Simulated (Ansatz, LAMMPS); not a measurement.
## A frame of liquid Mg44Si45Fe11 (at. %) from 1500 K, run at 300 K (62 atoms) in motion

Wanted: a short trajectory of a frame of liquid Mg44Si45Fe11 (at. %) from 1500 K, run at 300 K (62 atoms) with its pair distributions.

Method: Kohn-Sham DFT, PBE, PAW (set soft_2), plane waves, in Ansatz 0.2.0.

## (1) Starting point

The cell holds 62 atoms: 27 Mg, 28 Si and 7 Fe. Cell: a = 11.404 Å, b = 11.404 Å, c = 11.404 Å, α = 90.0°, β = 90.0°, γ = 90.0°. 62 atoms (27 Mg, 28 Si, 7 Fe) placed at random at 2.32 g/cm³, melted at 2000 K for 10 ps at fixed volume with the MEAM Al-Si-Mg-Cu-Fe potential (Jelinek et al., Phys. Rev. B 85, 245102 (2012)). Snapshot at the end of a hold of 10 ps at 1500 K and zero pressure.

Before any run, some limits are plain. The starting topology of bonds comes from the classical model, and needn't be the one that DFT or experiment would give. The cell was made at 1500 K but the dynamics is set to 300 K: the trajectory isn't one at 1500 K. Only the Γ point is sampled, in a cell whose shortest periodic width is 11 Å.

## (2) Single point at the start

A single point comes first, to see the forces before anything moves.

File input.yaml:

```yaml
crystal:
  lattice:
    - [11.40446, 0.0, 0.0]
    - [0.0, 11.40446, 0.0]
    - [0.0, 0.0, 11.40446]
  atoms:
    - { symbol: Mg, position: [0.88698, 0.54625, 0.97141] }
    - { symbol: Mg, position: [0.47194, 0.33857, 0.05933] }
    - { symbol: Mg, position: [0.4475, 0.19186, 0.80957] }
    - { symbol: Mg, position: [0.06911, 0.1271, 0.21842] }
    [... 52 atom lines left out ...]
    - { symbol: Fe, position: [0.4851, 0.20282, 0.42288], spin: 2.2 }
    - { symbol: Fe, position: [0.6843, 0.09478, 0.5007], spin: 2.2 }
    - { symbol: Fe, position: [0.66493, 0.33106, 0.47042], spin: 2.2 }
    - { symbol: Fe, position: [0.44011, 0.96833, 0.38234], spin: 2.2 }
    - { symbol: Fe, position: [0.71298, 0.27352, 0.26858], spin: 2.2 }
    - { symbol: Fe, position: [0.62197, 0.88794, 0.49907], spin: 2.2 }
magnetization:
  spin_polarized: true
kpoints:
  mp_grid: { grid: [1, 1, 1] }
hamiltonian:
  xc: pbe
scf:
  occupations: { method: gaussian, width: 0.05 }
  lower_state_search: "off"
output:
  forces: true
```

Started as:

```sh
$ ansatz run input.yaml --threads 8 --pin off --max-ram 15872MiB --backend cpu --events-out ev --progress --plain --runs-dir out
```

Wall time 57 s (8 threads of Arm Neoverse V1, shared host); peak memory 2.7 GiB; 6.9 min of CPU time.

Read from the output:

```yaml
free_energy: -101082.0417 eV
free_energy_per_atom: -1630.3555 eV/atom
scf_cycles: 54
r_m_s_force_component: 0.6328 eV/Å
longest_force: 2.618 eV/Å
fermi_energy: 5.148 eV
total_moment: 10.81 μB
absolute_moment: 16.1 μB
```

The r.m.s. force component of 0.63 eV/Å sets the starting point.

Length of the force by element:

| element | coordination | atoms | mean length of the force (eV/Å) | spread | least | most |
| --- | --- | --- | --- | --- | --- | --- |
| Fe | all | 7 | 1.23 | 0.482 | 0.376 | 1.79 |
| Mg | all | 27 | 0.825 | 0.525 | 0.234 | 2.20 |
| Si | all | 28 | 0.980 | 0.586 | 0.201 | 2.62 |

## (3) Dynamics started at 300 K

A Langevin thermostat couples each atom to a heat bath, at the price of damped dynamics. The time step is 2.0 fs.

Edit input.yaml of step 2 so:

```diff
@@ -18 +18,8 @@
   forces: true
+md:
+  timestep: 2.0
+  n_steps: 90
+  ensemble: nvt_langevin
+  temperature: 300
+  initial_velocities: maxwell_boltzmann
+  seed: 5263
```

Wall time 46 min (8 threads); peak memory 2.8 GiB.

The program notes that it switched symmetry off.

The trajectory, sampled:

| time (fs) | T (K) | potential (meV/atom) |
| --- | --- | --- |
| 0.0 | 295 | 0.0 |
| 12.0 | 431 | -18.5 |
| 24.0 | 601 | -48.4 |
| 36.0 | 645 | -62.8 |
| 48.0 | 588 | -62.3 |
| 60.0 | 527 | -64.2 |
| 72.0 | 529 | -78.5 |
| 84.0 | 555 | -94.9 |
| 96.0 | 530 | -109.9 |
| 108.0 | 611 | -123.7 |
| 120.0 | 578 | -132.9 |
| 132.0 | 572 | -136.3 |
| 144.0 | 564 | -139.8 |
| 156.0 | 537 | -142.6 |
| 168.0 | 512 | -144.6 |
| 180.0 | 511 | -147.4 |

Mean square displacement from the first frame to the last: Mg 0.61 Å², Si 0.55 Å², Fe 0.29 Å².

The mean square displacement by time lag:

| time lag (fs) | Fe (Å²) | Mg (Å²) | Si (Å²) |
| --- | --- | --- | --- |
| 2.0 | 1.1e-4 | 2.2e-4 | 1.9e-4 |
| 4.0 | 4.4e-4 | 8.6e-4 | 7.5e-4 |
| 8.0 | 0.00175 | 0.00342 | 0.00300 |
| 12.0 | 0.00392 | 0.00762 | 0.00670 |
| 16.0 | 0.00693 | 0.0134 | 0.0118 |
| 20.0 | 0.0107 | 0.0206 | 0.0182 |
| 24.0 | 0.0152 | 0.0293 | 0.0258 |
| 26.0 | 0.0177 | 0.0340 | 0.0300 |
| 30.0 | 0.0233 | 0.0444 | 0.0392 |
| 34.0 | 0.0294 | 0.0558 | 0.0492 |
| 38.0 | 0.0360 | 0.0680 | 0.0601 |
| 42.0 | 0.0430 | 0.0808 | 0.0715 |
| 46.0 | 0.0504 | 0.0941 | 0.0835 |
| 48.0 | 0.0542 | 0.101 | 0.0897 |
| 52.0 | 0.0621 | 0.115 | 0.102 |
| 56.0 | 0.0701 | 0.129 | 0.115 |
| 60.0 | 0.0783 | 0.143 | 0.128 |
| 64.0 | 0.0865 | 0.158 | 0.141 |
| 68.0 | 0.0949 | 0.173 | 0.155 |
| 70.0 | 0.0991 | 0.180 | 0.162 |
| 74.0 | 0.108 | 0.195 | 0.175 |
| 78.0 | 0.116 | 0.210 | 0.189 |
| 82.0 | 0.124 | 0.225 | 0.202 |
| 86.0 | 0.133 | 0.240 | 0.216 |
| 90.0 | 0.141 | 0.255 | 0.230 |

Over the second half of 180 fs the temperature averages 552 K, falling from about 566 to 506 K (means over the first and last quarter of that half). From first frame to last Mg has the largest mean square displacement, 0.61 Å² at the end; the farthest move is 1.49 Å. The mean temperature of 552 K lies well off the 300 K of the input, so the thermostat hasn't yet brought the run to equilibrium. The run spans 0.18 ps, too short for its means to be equilibrium values.

## (4) Structure statistics late in the run

The g(r) is a mean over the second half.

Density 2.05 g/cm³, 23.92 Å³ an atom.

Mean of 17 frames. Pair distribution functions g(r), in bins of 0.2 Å:

| r (Å) | total | Si-Si | Si-Mg | Si-Fe | Mg-Mg | Mg-Fe | Fe-Fe |
| --- | --- | --- | --- | --- | --- | --- | --- |
| 2.20 | 0.24 | 0.17 | 0.00 | 1.99 | 0.00 | 0.00 | 0.27 |
| 2.40 | 1.62 | 2.90 | 0.05 | 7.88 | 0.00 | 0.00 | 16.55 |
| 2.60 | 1.50 | 1.98 | 1.10 | 4.75 | 0.00 | 0.40 | 11.66 |
| 2.80 | 1.83 | 0.44 | 3.66 | 1.60 | 0.16 | 0.59 | 4.13 |
| 3.00 | 1.54 | 0.50 | 2.54 | 0.45 | 1.24 | 1.21 | 3.33 |
| 3.20 | 1.18 | 0.32 | 1.26 | 0.49 | 1.92 | 1.46 | 4.21 |
| 3.40 | 0.98 | 0.41 | 1.14 | 0.50 | 1.65 | 0.73 | 0.88 |
| 3.60 | 0.89 | 1.02 | 0.71 | 0.36 | 1.58 | 0.65 | 0.00 |
| 3.80 | 0.90 | 1.06 | 0.74 | 0.73 | 1.30 | 0.48 | 2.06 |
| 4.00 | 0.89 | 1.36 | 0.59 | 0.87 | 1.13 | 0.54 | 2.25 |
| 4.20 | 0.92 | 1.29 | 0.84 | 0.92 | 0.70 | 0.62 | 2.68 |
| 4.40 | 0.92 | 0.97 | 0.73 | 1.46 | 0.85 | 1.03 | 1.64 |
| 4.60 | 1.03 | 1.40 | 0.82 | 1.60 | 0.76 | 1.11 | 0.00 |
| 4.80 | 0.95 | 1.09 | 0.71 | 1.43 | 0.93 | 1.17 | 0.80 |
| 5.00 | 1.01 | 0.94 | 1.00 | 1.20 | 0.90 | 1.20 | 1.03 |
| 5.20 | 1.05 | 0.95 | 1.07 | 0.68 | 1.21 | 1.27 | 0.77 |
| 5.40 | 1.00 | 0.90 | 0.89 | 0.84 | 1.35 | 1.25 | 0.25 |
| 5.60 | 1.12 | 0.96 | 1.29 | 0.75 | 1.21 | 1.22 | 0.00 |

## (5) Single point at the last frame

The last frame is solved again with fuller output, to read the electronic structure of a thermally displaced geometry.

File input.yaml:

```yaml
crystal:
  lattice:
    - [11.40446, 0.0, 0.0]
    - [0.0, 11.40446, 0.0]
    - [0.0, 0.0, 11.40446]
  atoms:
    - { symbol: Mg, position: [0.90507, 0.56605, 0.05003] }
    - { symbol: Mg, position: [0.48081, 0.31643, 0.02058] }
    - { symbol: Mg, position: [0.41888, 0.18435, 0.78677] }
    - { symbol: Mg, position: [0.0348, 0.13759, 0.25505] }
    [... 52 atom lines left out ...]
    - { symbol: Fe, position: [0.5114, 0.22805, 0.40903], spin: 2.2 }
    - { symbol: Fe, position: [0.69498, 0.08505, 0.48906], spin: 2.2 }
    - { symbol: Fe, position: [0.68114, 0.35165, 0.43754], spin: 2.2 }
    - { symbol: Fe, position: [0.43866, 0.01766, 0.40754], spin: 2.2 }
    - { symbol: Fe, position: [0.68261, 0.26182, 0.2479], spin: 2.2 }
    - { symbol: Fe, position: [0.60852, 0.9008, 0.50504], spin: 2.2 }
magnetization:
  spin_polarized: true
kpoints:
  mp_grid: { grid: [1, 1, 1] }
hamiltonian:
  xc: pbe
scf:
  occupations: { method: gaussian, width: 0.05 }
  lower_state_search: "off"
output:
  forces: true
  stress: true
  populations: intrinsic
  dos:
    method: { smearing: { sigma: 0.08 } }
    de: 0.1
    projected: { site_lists: { Fe: [Fe], Mg: [Mg], Si: [Si] } }
  eigenvalues: true
  write_density: true
  write_potential: true
  volumetric_format: npy
  elf: true
```

Wall time 53 s (8 threads); peak memory 2.8 GiB.

The run gave:

| Item | Value |
| --- | --- |
| free energy | -101091.1807 eV |
| free energy per atom | -1630.5029 eV/atom |
| SCF cycles | 47 |
| pressure | -5.125 GPa |
| r.m.s. force component | 0.3829 eV/Å |
| longest force | 1.367 eV/Å |
| Fermi energy | 5.216 eV |
| levels partly filled by over 2 per cent | 2 |
| total moment | 14.02 μB |
| absolute moment | 17.78 μB |

Length of the force by element:

| element | coordination | atoms | mean length of the force (eV/Å) | spread | least | most |
| --- | --- | --- | --- | --- | --- | --- |
| Fe | all | 7 | 0.847 | 0.228 | 0.387 | 1.04 |
| Mg | all | 27 | 0.445 | 0.252 | 0.134 | 1.20 |
| Si | all | 28 | 0.665 | 0.294 | 0.262 | 1.37 |

Intrinsic-atomic-orbital charges by element:

| element | coordination | atoms | mean charge (e) | spread | least | most |
| --- | --- | --- | --- | --- | --- | --- |
| Fe | all | 7 | 0.0939 | 0.157 | -0.167 | 0.296 |
| Mg | all | 27 | 1.01 | 0.174 | 0.569 | 1.24 |
| Si | all | 28 | -1.00 | 0.349 | -1.71 | -0.204 |

Magnetic moments by element:

| element | coordination | atoms | mean moment (μB) | spread | least | most |
| --- | --- | --- | --- | --- | --- | --- |
| Fe | all | 7 | 1.94 | 0.534 | 0.705 | 2.48 |
| Mg | all | 27 | 0.0025 | 0.0075 | -0.0131 | 0.0214 |
| Si | all | 28 | -0.0101 | 0.0175 | -0.0531 | 0.0238 |

Density of states as counts of states in windows of 0.5 eV (from the Fermi level), total and the larger projections:

| from (eV) | to (eV) | total up | total down | Si p | Fe d | Si s | Mg s |
| --- | --- | --- | --- | --- | --- | --- | --- |
| -10 | -9.5 | 2.7 | 3.0 | 0.8 | 0.1 | 4.0 | 0.4 |
| -9.5 | -9 | 2.8 | 2.8 | 0.8 | 0.0 | 4.1 | 0.6 |
| -9 | -8.5 | 3.0 | 3.0 | 1.1 | 0.1 | 4.1 | 0.5 |
| -8.5 | -8 | 2.7 | 2.7 | 0.9 | 0.1 | 3.7 | 0.5 |
| -8 | -7.5 | 3.1 | 3.1 | 1.2 | 0.2 | 4.1 | 0.5 |
| -7.5 | -7 | 2.2 | 2.2 | 0.9 | 0.2 | 3.0 | 0.2 |
| -7 | -6.5 | 2.8 | 2.4 | 1.4 | 0.2 | 2.9 | 0.4 |
| -6.5 | -6 | 3.2 | 3.3 | 1.8 | 0.3 | 3.6 | 0.5 |
| -6 | -5.5 | 2.9 | 2.6 | 1.7 | 0.3 | 2.8 | 0.5 |
| -5.5 | -5 | 2.2 | 1.8 | 1.5 | 0.3 | 1.6 | 0.4 |
| -5 | -4.5 | 3.0 | 3.4 | 3.6 | 0.5 | 0.7 | 1.1 |
| -4.5 | -4 | 5.2 | 3.5 | 4.7 | 1.3 | 0.7 | 1.6 |
| -4 | -3.5 | 8.7 | 6.4 | 8.0 | 3.0 | 1.0 | 2.6 |
| -3.5 | -3 | 9.9 | 6.9 | 8.5 | 4.7 | 0.9 | 2.1 |
| -3 | -2.5 | 11.5 | 8.4 | 10.3 | 5.8 | 1.0 | 2.1 |
| -2.5 | -2 | 10.7 | 8.3 | 9.3 | 6.4 | 0.9 | 1.6 |
| -2 | -1.5 | 13.5 | 10.6 | 10.4 | 9.0 | 1.0 | 2.4 |
| -1.5 | -1 | 10.9 | 11.0 | 8.8 | 8.0 | 1.0 | 2.6 |
| -1 | -0.5 | 9.0 | 8.7 | 7.7 | 5.3 | 0.8 | 2.2 |
| -0.5 | 0 | 6.5 | 8.5 | 6.4 | 3.4 | 0.7 | 2.3 |
| 0 | 0.5 | 5.6 | 9.6 | 5.2 | 4.8 | 0.8 | 2.1 |
| 0.5 | 1 | 7.3 | 11.8 | 6.5 | 6.0 | 1.0 | 2.3 |
| 1 | 1.5 | 6.6 | 8.4 | 5.6 | 2.7 | 0.9 | 2.3 |
| 1.5 | 2 | 9.1 | 8.8 | 6.5 | 1.6 | 1.2 | 3.1 |
| 2 | 2.5 | 7.7 | 9.6 | 6.1 | 1.3 | 1.2 | 2.7 |
| 2.5 | 3 | 8.8 | 8.4 | 5.4 | 0.8 | 0.9 | 2.4 |

The curve was stored every 0.10 eV, coarse against its broadening of 0.08 eV, so these counts are rough.

Between -26 and -10 eV lie 3 more states.

The stored curve holds about 222 of the 494 electrons; the rest, give or take the few that broadening carries across the Fermi level, lie in deeper levels below its range.

The levels nearest the highest filled one (over half full), pooled over k-points and spins:

| level less the highest filled one (eV) | occupation |
| --- | --- |
| -0.154 | 1 |
| -0.147 | 1 |
| -0.103 | 1 |
| -0.0378 | 0.991 |
| -0.0296 | 0.984 |
| 0 | 0.904 |
| 0.0886 | 0.115 |
| 0.136 | 0.006 |
| 0.182 | 0 |
| 0.187 | 0 |
| 0.209 | 0 |
| 0.265 | 0 |

Mean intrinsic-atomic-orbital charges: Fe +0.09, Mg +1.01, Si -1.00 e. The cell holds a total moment of 14.0 μB; no search proves this magnetic order the lowest.

## (6) What came out

```json
{
 "mean temperature, second half": "551.6 K",
 "temperature swing, second half": "32.63 K",
 "free energy per atom": "-1630.5029 eV/atom",
 "pressure": "-5.125 GPa",
 "r.m.s. force component": "0.3829 eV/Å",
 "wall time of the 3 DFT runs": "47 min"
}
```

In words: Over the second half of 180 fs the temperature averages 552 K, falling from about 566 to 506 K (means over the first and last quarter of that half). The mean temperature of 552 K lies well off the 300 K of the input, so the thermostat hasn't yet brought the run to equilibrium. The run spans 0.18 ps, too short for its means to be equilibrium values. 2 levels are partly filled, by over 2 % (at Γ alone): no clear gap opens at this level. The cell holds a total moment of 14.0 μB; no search proves this magnetic order the lowest.

What to keep in mind: In the spin-polarised runs the search for a state of lower energy was switched off. The run was spin polarised, started with 7 parallel moments, ending at 14.0 μB in the cell; that starting order needn't be the real material's, and it bears on forces, charges and levels. The moments were started parallel, whereas the real liquid is a paramagnet at this temperature. The pressure of -5.1 GPa is that of one thermal frame at a volume set beforehand, without the kinetic term.

[Logs are printed without paths, hosts, clocks, repeated set-up lines and the standing remarks that a program may print on its own settings, such as how far it seeks lower states.]

[Hosts, paths, dates, database ids (printed as entryN), source tags and the programs' standing remarks are cut or masked in the printed files.]
